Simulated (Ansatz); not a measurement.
# The 1T-HfSeTe bilayer (AA) between two gates, part 3 of 4

Aim: charge, voltage and capacitance of the 1T-HfSeTe bilayer (AA) in a field-effect set-up.

Ansatz 0.2.0; plane-wave DFT, r2SCAN-D4, Ansatz PAW (the session's first sound run).

So far. Step 6 (Gated layer, added electrons 8×10¹³ per cm²): Against the uncharged case this takes +2.66 V.

## (7) Gated layer, added electrons -8×10¹³ per cm²

File input.yaml:

```yaml
crystal:
  lattice:
    - [3.8774160664, 0.0, 0.0]
    - [-1.9387080332, 3.3579408146, 0.0]
    - [0.0, 0.0, 50.3938677351]
  atoms:
    - { symbol: Te, position: [0.6666666667, 0.3333333333, 0.4018346063] }
    - { symbol: Hf, position: [0.0, 0.0, 0.438065861] }
    - { symbol: Se, position: [0.3333333333, 0.6666666667, 0.4669786603] }
    - { symbol: Te, position: [0.6666666667, 0.3333333333, 0.5330379613] }
    - { symbol: Hf, position: [0.0, 0.0, 0.5692574841] }
    - { symbol: Se, position: [0.3333333333, 0.6666666667, 0.5981653937] }
  periodic: [true, true, false]
  symmetry: { detect: true }
total_charge: 0.104162
kpoints:
  mp_grid: { grid: [30, 30, 1] }
hamiltonian:
  xc: r2scan
  dispersion: d4
scf:
  occupations: { method: fermi_dirac, width: 0.05 }
  convergence: { dr2_threshold: 1.0e-10 }
output:
  forces: true
  eigenvalues: true
  write_potential: true
  write_density: true
  volumetric_format: npy
external_charges:
  - { charge: 0, barrier: 10, axis: 3, height: 33.144, sigma: 0.25 }
  - { charge: -0.052081, axis: 3, height: 34.644, sigma: 0.42 }
  - { charge: 0, barrier: 10, axis: 3, height: 17.25, sigma: 0.25 }
  - { charge: -0.052081, axis: 3, height: 15.75, sigma: 0.42 }
```

Command:

```
$ ansatz run input.yaml --threads 8 --pin off --max-ram 12288MiB --backend cpu --events-out ev --progress --plain --runs-dir out
```

Numbers of over 12 decimals in the logs are rounded to 6 here.

The program printed:

```text
[...]
Crystal: 6 atoms, lattice volume = 656.135 Å³
Basis set: ecut = 500 eV, 16581 PW (Γ), exchange–correlation on 120×120×1500 points (64 copies of the dense FFT grid, shifted against one another)
Bands: 70, of which v1, the nominal top of the filled ones, is band 58 counted from 1 (57 counted from 0)
Symmetry: 6 space group operations
[...]
k-points: 91 of 900 (time reversal used)
[...]
--- Band table (eV; the first three rows and the last of 91) ---
  k-point 0: bands = [... 54 lower, -7.4577, -7.4577, -7.3887, -7.3887, -6.4084, -6.4084, -6.3739, -6.3739, ... 8 higher]
  k-point 1: bands = [... 54 lower, -7.6004, -7.5314, -7.5207, -7.4500, -6.3724, -6.3420, -6.3374, -6.3069, ... 8 higher]
  k-point 2: bands = [... 54 lower, -7.9344, -7.8662, -7.6717, -7.5983, -6.3387, -6.3041, -6.1787, -6.1450, ... 8 higher]
  k-point 90: bands = [... 54 lower, -10.1661, -10.0198, -9.9214, -9.8004, -5.7047, -5.6379, -5.2743, -5.1402, ... 8 higher]
[key lines of the parts left out:]
SCF converged after 14 iterations
Free energy (F): -56419.423282 eV
Fermi energy:    -7.662665 eV
```

The job ended after 3.3 min (8 threads of Intel Xeon Platinum 8259CL at 2.50GHz (Skylake/Cascade Lake), shared host; peak memory 5.8 GiB; 25 min of CPU time).

Against the uncharged case this takes -2.85 V.

## (8) Gated layer, added electrons 15×10¹³ per cm²

input.yaml, the sections that differ from step 7:

```yaml
total_charge: -0.195302
kpoints:
  mp_grid: { grid: [30, 30, 1] }
  band_path:
    path: [[0, 0, 0], [0.5, 0, 0], [0.33333333, 0.33333333, 0], [0, 0, 0]]
    npoints: 16
output:
  forces: true
  eigenvalues: true
  dos: { projected: true, e_range: [-3, 3], de: 0.01 }
  write_potential: true
  write_density: true
  volumetric_format: npy
  elf: true
external_charges:
  - { charge: 0, barrier: 10, axis: 3, height: 33.144, sigma: 0.25 }
  - { charge: 0.097651, axis: 3, height: 34.644, sigma: 0.42 }
  - { charge: 0, barrier: 10, axis: 3, height: 17.25, sigma: 0.25 }
  - { charge: 0.097651, axis: 3, height: 15.75, sigma: 0.42 }
# crystal, hamiltonian, scf: as in step 7
```

The program printed:

```text
[...]
Crystal: 6 atoms, lattice volume = 656.135 Å³
Basis set: ecut = 500 eV, 16581 PW (Γ), exchange–correlation on 120×120×1500 points (64 copies of the dense FFT grid, shifted against one another)
Bands: 70, of which v1, the nominal top of the filled ones, is band 58 counted from 1 (57 counted from 0)
Symmetry: 6 space group operations
[...]
k-points: 91 of 900 (time reversal used)
[...]
--- Band table (eV; the first three rows and the last of 91) ---
  k-point 0: bands = [... 54 lower, -0.3912, -0.3912, -0.2926, -0.2926, 0.7159, 0.7159, 0.7429, 0.7429, ... 8 higher]
  k-point 1: bands = [... 54 lower, -0.5313, -0.4512, -0.4336, -0.3523, 0.7486, 0.7774, 0.7787, 0.8088, ... 8 higher]
  k-point 2: bands = [... 54 lower, -0.8627, -0.7668, -0.5975, -0.4974, 0.7786, 0.8024, 0.9359, 0.9687, ... 8 higher]
  k-point 90: bands = [... 54 lower, -3.0995, -3.0130, -2.9756, -2.7318, 1.4184, 1.4583, 1.8045, 1.9370, ... 8 higher]
[key lines of the parts left out:]
SCF converged after 14 iterations
Free energy (F): -56420.559790 eV
Fermi energy:    0.015384 eV
```

The job ended after 3.4 min (8 threads; peak memory 6.3 GiB; 26 min of CPU time).

Against the uncharged case this takes +4.83 V.

## (9) Gated layer, added electrons -15×10¹³ per cm²

Changes to input.yaml since step 8:

```diff
@@ -14,3 +14,3 @@
   symmetry: { detect: true }
-total_charge: -0.195302
+total_charge: 0.195302
 kpoints:
@@ -36,4 +36,4 @@
   - { charge: 0, barrier: 10, axis: 3, height: 33.144, sigma: 0.25 }
-  - { charge: 0.097651, axis: 3, height: 34.644, sigma: 0.42 }
+  - { charge: -0.097651, axis: 3, height: 34.644, sigma: 0.42 }
   - { charge: 0, barrier: 10, axis: 3, height: 17.25, sigma: 0.25 }
-  - { charge: 0.097651, axis: 3, height: 15.75, sigma: 0.42 }
+  - { charge: -0.097651, axis: 3, height: 15.75, sigma: 0.42 }
```

The program printed:

```text
[...]
Crystal: 6 atoms, lattice volume = 656.135 Å³
Basis set: ecut = 500 eV, 16581 PW (Γ), exchange–correlation on 120×120×1500 points (64 copies of the dense FFT grid, shifted against one another)
Bands: 70, of which v1, the nominal top of the filled ones, is band 58 counted from 1 (57 counted from 0)
Symmetry: 6 space group operations
[...]
k-points: 91 of 900 (time reversal used)
[...]
--- Band table (eV; the first three rows and the last of 91) ---
  k-point 0: bands = [... 54 lower, -9.6963, -9.6963, -9.6268, -9.6268, -8.6521, -8.6521, -8.5914, -8.5914, ... 8 higher]
  k-point 1: bands = [... 54 lower, -9.8386, -9.7694, -9.7592, -9.6881, -8.6155, -8.5849, -8.5554, -8.5254, ... 8 higher]
  k-point 2: bands = [... 54 lower, -10.1716, -10.1042, -9.9104, -9.8364, -8.5816, -8.5206, -8.4208, -8.3644, ... 8 higher]
  k-point 90: bands = [... 54 lower, -12.3920, -12.1893, -12.1620, -11.9883, -7.9478, -7.8490, -7.4957, -7.3614, ... 8 higher]
[key lines of the parts left out:]
SCF converged after 16 iterations
Free energy (F): -56418.636171 eV
Fermi energy:    -10.064098 eV
```

It took 3.9 min on 8 threads; peak memory 6.3 GiB; 30 min of CPU time.

The density of states has structure finer than the step of the table below, so its rows give means over 0.1 eV, whole bins alone (the curve runs from -3 to 1.99 eV). Peaks (eV: height): -2.82: 17.5, -2.67: 20.2, -2.56: 17.7, -2.50: 14.2, -2.13: 9.25, -1.87: 9.33, -1.03: 10.6.

Density of states against energy, zero at the Fermi level; means over each step:

```
energy (eV)  density of states (states/eV a cell)
       -2.9                                  7.54
       -2.8                                  12.2
       -2.7                                  12.4
       -2.6                                  10.9
       -2.5                                  10.8
       -2.4                                  2.55
       -2.3                                  2.00
       -2.2                                  2.51
       -2.1                                  4.56
       -2.0                                  2.97
       -1.9                                  5.00
       -1.8                                  5.47
       -1.7                                  4.76
       -1.6                                  4.98
       -1.5                                  5.88
       -1.4                                  5.95
       -1.3                                  5.25
       -1.2                                  4.89
       -1.1                                  5.81
       -1.0                                  7.09
       -0.9                                  3.58
       -0.8                                  2.89
       -0.7                                  2.99
       -0.6                                  2.69
       -0.5                                  2.58
       -0.4                                  1.26
       -0.3                                 0.959
       -0.2                                 0.793
       -0.1                                 0.704
        0.0                                 0.618
        0.1                                 0.543
        0.2                                 0.480
        0.3                                 0.395
        0.4                                 0.132
        0.5                                5.5e-5
        0.6                                     0
        0.7                                 0.904
        0.8                                  1.81
        0.9                                  2.32
        1.0                                  2.47
        1.1                                  2.63
        1.2                                  2.86
        1.3                                  3.18
        1.4                                  3.77
        1.5                                  5.72
        1.6                                  5.37
        1.7                                  3.70
        1.8                                  2.45
        1.9                                  2.33
```

Against the uncharged case this takes -5.25 V.

## (10) The series together

This step: plane-wave DFT, r2SCAN-D4, Ansatz PAW; charging by gates (Ansatz 0.2.0).

The potential behind each gate is read from every run and counted from the uncharged case.

Voltage on the gate against the layer's Fermi level, from the uncharged case, mean of the two gates. The gate voltage by added electrons:

```
added electrons (10¹³ per cm²)  gate voltage (V)
                         -15.0             -5.25
                          -8.0             -2.85
                          -3.0             -1.12
                           0.0                 0
                           3.0              1.06
                           8.0              2.66
                          15.0              4.83
```

Charge step over voltage step between neighbouring densities. Total capacitance against added electrons:

```
added electrons (10¹³ per cm²)  total capacitance (µF/cm²)
                        -11.50                        4.67
                         -5.50                        4.63
                         -1.50                        4.31
                          1.50                        4.55
                          5.50                        5.00
                         11.50                        5.16
```

By hand: 10¹³ electrons per cm² are 0.001 e/Å², which by Gauss's law end a field of 0.181 V/Å. At 15×10¹³ holes per cm², shared by two gates, the field towards a gate is 1.357 V/Å, which over the 4.5 Å from the outer atoms would drop 6.11 V; the run needs 5.25 V.

## (11) The same run with other settings: hamiltonian.xc = "lda"

This step: plane-wave DFT, r2SCAN-D4, Ansatz PAW, but for the change named below (Ansatz 0.2.0).

A run with a changed input: it repeats the earlier run at 3 × 10¹³ added electrons per cm² with hamiltonian.xc from r2scan to lda.

input.yaml, the sections that differ from step 9:

```yaml
total_charge: -0.03906
kpoints:
  mp_grid: { grid: [30, 30, 1] }
hamiltonian:
  xc: lda
  dispersion: d4
output:
  forces: true
  eigenvalues: true
  write_potential: true
  write_density: true
  volumetric_format: npy
external_charges:
  - { charge: 0, barrier: 10, axis: 3, height: 33.144, sigma: 0.25 }
  - { charge: 0.01953, axis: 3, height: 34.644, sigma: 0.42 }
  - { charge: 0, barrier: 10, axis: 3, height: 17.25, sigma: 0.25 }
  - { charge: 0.01953, axis: 3, height: 15.75, sigma: 0.42 }
# crystal, scf: as in step 9
```

The program printed:

```text
Warning: the engine holds no damping parameters fitted to this dispersion correction and functional, so the run takes those fitted to pbe (hamiltonian.dispersion, under Limitations)
[...]
Crystal: 6 atoms, lattice volume = 656.135 Å³
Basis set: ecut = 420 eV, 12997 PW (Γ)
Bands: 70, of which v1, the nominal top of the filled ones, is band 58 counted from 1 (57 counted from 0)
Symmetry: 6 space group operations
[...]
k-points: 91 of 900 (time reversal used)
[...]
SCF iter  13: F=-55382.537209 eV  HF=-55382.537209 eV  |F-HF|=1.15e-9  |Δ(HF+E_count)|=   1.35e-9  Δρ=7.04e-8  dr2=5.25e-11  ethr=1.00e-12  ⟨swp⟩=25.3  Hψ=58661  notcnv=0
SCF 1 converged in 13 iterations: F = -55382.537209 eV  dr2 = 5.25e-11
[...]
SCF converged after 13 iterations
Free energy (F): -55382.537209 eV
[...]
Internal energy: -55382.526955 eV  (E = F + TS)
E sigma→0 (E₀):  -55382.532082 eV
Entropy (-TS):   -0.010254 eV (-1.709 meV/atom)
Fermi energy:    -4.010277 eV
[...]
--- Forces (eV/Å), atoms and charges each counted from 1 ---
  atom   1  Te     0.00000000     0.00000000     0.47151436
  atom   2  Hf    -0.00000000     0.00000000     0.13491922
  atom   3  Se     0.00000000    -0.00000000    -0.28159289
  atom   4  Te     0.00000000     0.00000000     0.19256240
  atom   5  Hf    -0.00000000    -0.00000000     0.01058753
  atom   6  Se     0.00000000    -0.00000000    -0.49742324
  external charge   1     0.00000000     0.00000000     0.03181019
  external charge   2     0.00000000     0.00000000    -0.00264940
  external charge   3     0.00000000     0.00000000    -0.06233085
  external charge   4     0.00000000     0.00000000     0.00264820
  max |Σ_I F_I| component, the external charges' with the atoms': 4.55e-5 eV/Å
--- Band table (eV; the first three rows and the last of 91) ---
  k-point 0: bands = [... 54 lower, -3.9661, -3.9661, -3.8968, -3.8968, -3.2378, -3.2378, -3.2271, -3.2271, ... 8 higher]
  k-point 1: bands = [... 54 lower, -4.1331, -4.0652, -4.0418, -3.9720, -3.1964, -3.1829, -3.1618, -3.1460, ... 8 higher]
  k-point 2: bands = [... 54 lower, -4.4908, -4.4261, -4.2077, -4.1365, -3.1711, -3.1654, -2.9876, -2.9724, ... 8 higher]
  k-point 90: bands = [... 54 lower, -6.5800, -6.4727, -6.3702, -6.2645, -2.6403, -2.6081, -2.1961, -2.0677, ... 8 higher]
```

The job ended after 90 s (8 threads; peak memory 3.8 GiB).

This step gave:

- energy at zero smearing: -55382.5321 eV
- potential beyond the upper barrier and gate, less the barrier, from the Fermi level: 4.023 eV

Force by atom:

```
atom  x (eV/Å)  y (eV/Å)  z (eV/Å)   size
 Te1     0.000     0.000     0.472  0.472
 Hf2     0.000     0.000     0.135  0.135
 Se3     0.000     0.000    -0.282  0.282
 Te4     0.000     0.000     0.193  0.193
 Hf5     0.000     0.000     0.011  0.011
 Se6     0.000     0.000    -0.497  0.497
```

```
                                                                                quantity  this run  earlier run  difference
potential beyond the upper barrier and gate, less the barrier, from the Fermi level (eV)     4.023        3.764        0.26
```

It moves by +0.259 eV.

[end of part 3 of 4]

[Logs are printed without paths, hosts, clocks, repeated set-up lines and the standing remarks that a program may print on its own settings, such as how far it seeks lower states.]

[Hosts, paths, dates, database ids (printed as entryN), source tags and the programs' standing remarks are cut or masked in the printed files.]

[Maps of the electrostatic potential energy from Ansatz leave out the sawtooth potential of an applied field or a dipole correction, so their vacuum need not be flat; planar profiles and work functions include it.]

[The density of states shown here was stored with 400 of the rows of the run's finer table, so its peaks can read low, often by over a quarter, or be missed, and its means over a window can be off by a tenth or more.]
